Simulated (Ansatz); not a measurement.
Consider CeO2 (Fm-3m).

It takes space group Fm-3m (No. 225, cubic). Conventional cell: a = 5.407 Å, b = 5.407 Å, c = 5.407 Å, α = 90.00°, β = 90.00°, γ = 90.00°. Nearest to Ce lie 8 O at 2.34 Å. O has 4 Ce at 2.34 Å nearest. Farther neighbours and most contacts between anions are not listed.

```
Ce O
1.0
    -2.70365   -2.70365    0.00000
    -2.70365    0.00000   -2.70365
     0.00000   -2.70365   -2.70365
Ce O
1 2
Cartesian
  0.0000 0.0000 0.0000
  -1.3518 -1.3518 -1.3518
  -4.0555 -4.0555 -4.0555
```

The cell and positions come from the Crystallography Open Database and are kept as given unless a step says otherwise. The program's search for lower electronic states was switched off, so nothing shows that the state found is the lowest. Spin-orbit coupling is left out unless a run names it. PAW set soft_2, made with PBE.

A constrained-RPA run (Ansatz 0.2.0; non-magnetic PBE; Ce f + anion p, bands v6 to c7, 6×6×6 mesh, medium accuracy) builds 13 functions on bands 7.2 eV wide, with 12.0 electrons in the window. The bare on-site interaction is 25.1 eV and the bare J 0.69 eV.

Q: What U and J survive the screening?

On the Ce f shell, U = 11.48 eV (46 % of the bare value), U′ = 10.29 eV, J = 0.56 eV.

The parent state is non-magnetic and the interaction static (zero frequency); U depends on the window and the orbitals, so it belongs to this model alone. A window that holds the anion p bands defines a model with explicit ligands; its U belongs to that model and is not the U of DFT+U.

[Paths, hosts, dates, memory and timing lines, banners, echoed tables and standing remarks are left out of the program output.]

[Logs are printed without paths, hosts, clocks, repeated set-up lines and the standing remarks that a program may print on its own settings, such as how far it seeks lower states.]

[Runs of the session that timed out or met a known fault of the program may be left out.]

[Hosts, paths, dates, database ids (printed as entryN), source tags and the programs' standing remarks are cut or masked in the printed files.]
